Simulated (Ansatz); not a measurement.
# BaNaCeNbO6 (F-43m): converging the G0W0 gap, part 2 of 2

How do accuracy and time trade against each other in G0W0 on BaNaCeNbO6 (F-43m)?

Ansatz 0.2.0; G0W0 on PBE, plane waves, PAW; PAW set soft_1. Known limits of the many-body steps: not at the basis limit; f levels unsure; no spin polarisation; f levels unsure; no spin-orbit coupling; coarse k mesh.

So far. Step 4 (849 empty bands, screening to 180 eV): Against the run with 4×4×4 mesh, 394 empty bands, screening to 108 eV, PAW set soft_1 files, the gap moves by +0.08 eV.

In doubt: one-shot GW on d or f shells is unsure (steps 2, 3, 4, 5, 6, 7), so the values of those runs are not to be relied on.

## Step 5: Changing the k mesh: 2×2×2 mesh, 394 empty bands, screening to 108 eV, PAW set soft_1 files

A second mesh at equal bands and cutoff isolates the sampling error. Bands and cutoff differ from the step before, so it is read against an earlier run that matches them.

input.yaml

```yaml
crystal:
  lattice:
    - [0.0, 4.26253043, 4.26253043]
    - [4.26253043, 0.0, 4.26253043]
    - [4.26253043, 4.26253043, 0.0]
  atoms:
    - { symbol: Na, position: [0.25, 0.25, 0.25] }
    - { symbol: Ba, position: [0.75, 0.75, 0.75] }
    - { symbol: Ce, position: [0.0, 0.0, 0.0] }
    - { symbol: Nb, position: [0.5, 0.5, 0.5] }
    - { symbol: O, position: [0.73710248, 0.26289752, 0.26289752] }
    - { symbol: O, position: [0.26289752, 0.73710248, 0.73710248] }
    - { symbol: O, position: [0.73710248, 0.73710248, 0.26289752] }
    - { symbol: O, position: [0.26289752, 0.26289752, 0.73710248] }
    - { symbol: O, position: [0.26289752, 0.73710248, 0.26289752] }
    - { symbol: O, position: [0.73710248, 0.26289752, 0.73710248] }
kpoints:
  mp_grid: { grid: [2, 2, 2] }
hamiltonian:
  xc: pbe
  pseudopotentials: { kind: paw, azcp: { folder: soft_1 } }
scf:
  occupations: { method: fixed }
gw:
  n_empty_bands: 394
  ecut_chi: 108
  qp_bands: [v3, c3]
  qp_kpoints: band_edges
  screening: { model: contour_deformation }
```

On the command line:

```bash
$ ansatz run input.yaml --threads 2 --pin off --max-ram 92160MiB --backend cuda --events-out ev --progress --plain --runs-dir out --devices 1 --max-vram 13GiB
```

Numbers of over 12 decimals in the logs are rounded to 6 here.

What it wrote:

```text
GPUs: using 1 of 1 available (devices: 1).
[...]
GPU FFT provider: cuFFT
GPU libraries: cuBLAS 13.8.2, cuFFT 12.4.0, cuSOLVER 12.3.4
Crystal: 10 atoms, lattice volume = 154.893 Å³
Basis set: ecut = 420 eV, 2975 PW (Γ)
Bands: 50, of which v1, the nominal top of the filled ones, is band 40 counted from 1 (39 counted from 0)
Symmetry: 24 space group operations
[...]
k-points: 3 of 8
[...]
2    39      7.1681   -26.5616     4.1538   -22.3032  0.7123     7.0633     7.0636  root
     2    40      7.5627   -25.4760     4.7862   -20.4262  0.7014     7.2973     7.2991  root
     2    41      9.6542   -22.5691   -12.9683   -37.5005  0.5640    12.0714    11.6173  root ?
     2    42      9.9118   -23.4613   -12.2664   -37.7016  0.5661    12.3048    11.8857  root ?
     2    43      9.9118   -23.4613   -12.2664   -37.7016  0.5661    12.3048    11.8857  root ?
[key lines of the parts left out:]
SCF converged after 12 iterations
Free energy (F): -21981.987675 eV
Fermi energy:    7.585268 eV
```

Wall time 13 s (1 × NVIDIA H100 80GB HBM3 (shared by 6 runs) with 2 threads of AMD EPYC 7R13 (Zen 3), shared host); peak memory 1.3 GiB.

This step gave:

| Property | Result |
| --- | --- |
| bands summed | 434 |
| RPA ε∞ on this mesh (eigenvalues) | 5.651, 5.651, 5.651 |
| plane waves in the screening matrix | 411 |
| G0W0 gap on the mesh | 4.280 eV |
| k of the valence top | 0, 0, 0 |
| k of the conduction bottom | 0, 0, 0 |
| starting gap on the mesh | 2.057 eV |
| least direct G0W0 gap on the computed points | 4.280 eV |

Against the run with 4×4×4 mesh, 394 empty bands, screening to 108 eV, PAW set soft_1 files, the gap moves by +0.04 eV, while the start moved by +0.03 eV.

## Step 6: Changing the frequency model: 4×4×4 mesh, 849 empty bands, screening to 180 eV, plasmon pole, PAW set soft_1 files

A plasmon pole stands in for the full frequency dependence of the screening; this run shows what that costs in accuracy. Bands and cutoff differ from the step before, so it is read against an earlier run that matches them.

Changes to input.yaml since step 5:

```diff
@@ -17,3 +17,3 @@
 kpoints:
-  mp_grid: { grid: [2, 2, 2] }
+  mp_grid: { grid: [4, 4, 4] }
 hamiltonian:
@@ -24,6 +24,6 @@
 gw:
-  n_empty_bands: 394
-  ecut_chi: 108
+  n_empty_bands: 849
+  ecut_chi: 180.0
   qp_bands: [v3, c3]
   qp_kpoints: band_edges
-  screening: { model: contour_deformation }
+  screening: { model: godby_needs }
```

What it wrote:

```text
GPUs: using 1 of 1 available (devices: 1).
[...]
GPU FFT provider: cuFFT
GPU libraries: cuBLAS 13.8.2, cuFFT 12.4.0, cuSOLVER 12.3.4
Crystal: 10 atoms, lattice volume = 154.893 Å³
Basis set: ecut = 420 eV, 2975 PW (Γ)
Bands: 50, of which v1, the nominal top of the filled ones, is band 40 counted from 1 (39 counted from 0)
Symmetry: 24 space group operations
[...]
k-points: 8 of 64 (time reversal used)
[...]
7    39      7.2570   -25.8918     4.2227   -21.3532  0.7550     6.9403     6.9410  root
     7    40      7.3594   -25.5982     4.3323   -20.9272  0.7526     7.0199     7.0207  root
     7    41      9.5991   -22.6320   -12.4137   -37.5878  0.6846    12.2570    12.1412  root ?
     7    42      9.8191   -23.1083   -11.4053   -36.9691  0.6895    12.3741    12.2747  root
     7    43      9.8250   -23.0701   -11.3198   -36.8330  0.6899    12.3662    12.2680  root
[key lines of the parts left out:]
SCF converged after 13 iterations
Free energy (F): -21982.097973 eV
Fermi energy:    7.559650 eV
```

The job ended after 2 min (1 × NVIDIA H100 80GB HBM3 (shared by 6 runs) with 2 threads; peak memory 5.9 GiB).

This step gave:

| Quantity | Value |
| --- | --- |
| bands summed | 889 |
| plasmon-pole fit frequency | 26.69 eV |
| RPA ε∞ on this mesh (eigenvalues) | 5.410, 5.410, 5.410 |
| plane waves in the screening matrix | 869 |
| G0W0 gap on the mesh | 4.879 eV |
| k of the valence top | 0, 0, 0 |
| k of the conduction bottom | 0, 0, -0.5 |
| starting gap on the mesh | 2.024 eV |
| least direct G0W0 gap on the computed points | 4.902 eV |

Against the run with 4×4×4 mesh, 849 empty bands, screening to 180 eV, PAW set soft_1 files, the gap moves by +0.56 eV.

## Step 7: Changing the files and raising the bands: 4×4×4 mesh, 1258 empty bands, screening to 234 eV, hard PAW files

Other atomic data (hard PAW) test the pseudisation: the cutoff goes from 420 to 930 eV, with the same valence electrons. Bands and screening cutoff change too, so the step is no clean test of the files.

This step: G0W0 on PBE, plane waves, PAW.

Changes to input.yaml since step 6:

```diff
@@ -20,3 +20,3 @@
   xc: pbe
-  pseudopotentials: { kind: paw, azcp: { folder: soft_1 } }
+  pseudopotentials: { kind: paw, source: ansatz }
 scf:
@@ -24,6 +24,6 @@
 gw:
-  n_empty_bands: 849
-  ecut_chi: 180.0
+  n_empty_bands: 1258
+  ecut_chi: 234.0
   qp_bands: [v3, c3]
   qp_kpoints: band_edges
-  screening: { model: godby_needs }
+  screening: { model: contour_deformation }
```

What it wrote:

```text
GPUs: using 1 of 1 available (devices: 1).
[...]
GPU FFT provider: cuFFT
GPU libraries: cuBLAS 13.8.2, cuFFT 12.4.0, cuSOLVER 12.3.4
Crystal: 10 atoms, lattice volume = 154.893 Å³
Basis set: ecut = 930 eV, 9841 PW (Γ)
Bands: 50, of which v1, the nominal top of the filled ones, is band 40 counted from 1 (39 counted from 0)
Symmetry: 24 space group operations
[...]
k-points: 8 of 64 (time reversal used)
[...]
7    39      7.2686   -25.8848     3.9454   -21.3429  0.7037     6.6629     6.6721  root
     7    40      7.3710   -25.5928     4.0594   -20.9187  0.7004     6.7463     6.7564  root
     7    41      9.6182   -22.5688   -13.1340   -37.5025  0.5576    11.7141    11.4180  root ?
     7    42      9.8370   -23.0360   -12.0970   -36.8726  0.5659    11.8439    11.5765  root ?
     7    43      9.8428   -22.9979   -12.0086   -36.7370  0.5666    11.8365    11.5732  root ?
[key lines of the parts left out:]
SCF converged after 16 iterations
Free energy (F): -21981.688303 eV
Fermi energy:    7.572055 eV
```

The job ended after 2 min (1 × NVIDIA H100 80GB HBM3 (shared by 6 runs) with 2 threads; peak memory 5.6 GiB).

Numbers from this step:

- bands summed: 1298
- RPA ε∞ on this mesh (eigenvalues): 5.403, 5.403, 5.403
- plane waves in the screening matrix: 1243
- G0W0 gap on the mesh: 4.463 eV
- k of the valence top: 0, 0, 0
- k of the conduction bottom: 0, 0, 0
- starting gap on the mesh: 2.031 eV
- least direct G0W0 gap on the computed points: 4.463 eV

Against the run with 4×4×4 mesh, 849 empty bands, screening to 180 eV, PAW set soft_1 files, the gap moves by +0.14 eV.

## Step 8: The runs together

Times are wall times on 1 × NVIDIA H100 80GB HBM3 (shared by 6 runs) with 2 threads of AMD EPYC 7R13 (Zen 3), shared host, good to a factor of about two.

| mesh | files | frequency | bands summed | cutoff (eV) | start (eV) | G0W0 (eV) | time | host memory (GiB) |
| --- | --- | --- | --- | --- | --- | --- | --- | --- |
| 4×4×4 | PAW set soft_1 | contour deformation | 179 | 54 | 2.024 | 4.649 | 16 s | 1.2 |
| 4×4×4 | PAW set soft_1 | contour deformation | 434 | 108 | 2.024 | 4.237 | 28 s | 1.6 |
| 4×4×4 | PAW set soft_1 | contour deformation | 889 | 180 | 2.024 | 4.320 | 51 s | 2.6 |
| 2×2×2 | PAW set soft_1 | contour deformation | 434 | 108 | 2.057 | 4.280 | 13 s | 1.3 |
| 4×4×4 | PAW set soft_1 | plasmon pole | 889 | 180 | 2.024 | 4.879 | 2 min | 5.9 |
| 4×4×4 | hard PAW | contour deformation | 1298 | 234 | 2.031 | 4.463 | 2 min | 5.6 |

How the two edges are built up, in eV (the quasiparticle level is the starting level plus Σx plus Σc less Vxc):

| run | edge | start | Σx | Σc | Vxc | Z | QP |
| --- | --- | --- | --- | --- | --- | --- | --- |
| 179 bands | valence top | 7.56 | -25.44 | 4.93 | -20.50 | 0.71 | 7.55 |
| 179 bands | conduction bottom | 9.58 | -22.48 | -12.27 | -37.36 | 0.58 | 12.20 |
| 434 bands | valence top | 7.56 | -25.44 | 4.69 | -20.50 | 0.70 | 7.31 |
| 434 bands | conduction bottom | 9.58 | -22.48 | -12.92 | -37.36 | 0.57 | 11.55 |
| 889 bands | valence top | 7.56 | -25.44 | 4.48 | -20.50 | 0.70 | 7.10 |
| 889 bands | conduction bottom | 9.58 | -22.48 | -13.05 | -37.36 | 0.56 | 11.42 |

## Step 9: Summary of results

| Item | Value |
| --- | --- |
| 179 bands, 54 eV | 4.649 eV |
| 434 bands, 108 eV | 4.237 eV |
| 889 bands, 180 eV | 4.320 eV |
| mesh and start | 4×4×4, PBE |

What this shows: From 179 to 889 bands the gap moves by −0.33 eV while the time grows 3.1-fold. Σc changes by −0.45 eV at the valence top and −0.78 eV at the conduction bottom, so the levels themselves move more than the gap between them. The gap turns back along the series, so no limit is drawn from it. On the 2×2×2 mesh in place of 4×4×4 the gap differs by +0.04 eV, of which +0.03 eV is already in the start. The plasmon-pole model gives +0.56 eV against contour deformation, 24 % of the correction, and saved no time in this program. With hard PAW files and 1298 bands the gap is 4.46 eV. Empty 4f levels lie among the conduction bands. Their place in the start is unsure; it enters the screening, and the edge itself where they lie low. The runs have no spin polarisation. For a closed low-spin shell that is the natural state; where a d or f shell is open it is a constraint, and the gap is then not the crystal's own. The compound holds f electrons or empty f levels, where one-shot G0W0 is unsure. The many-body steps are scalar-relativistic: spin-orbit coupling is not in them. The program marks a band-edge row as in doubt, so the gap is less sure than its digits.

[Paths, hosts, dates, memory and timing lines, banners, echoed tables and standing remarks are left out of the program output.]

[Logs are printed without paths, hosts, clocks, repeated set-up lines and the standing remarks that a program may print on its own settings, such as how far it seeks lower states.]

[Runs of the session that timed out or met a known fault of the program may be left out.]

[Cells called generated may have been cut or substituted from an entry of the Crystallography Open Database or the Materials Project.]

[Hosts, paths, dates, database ids (printed as entryN), source tags and the programs' standing remarks are cut or masked in the printed files.]
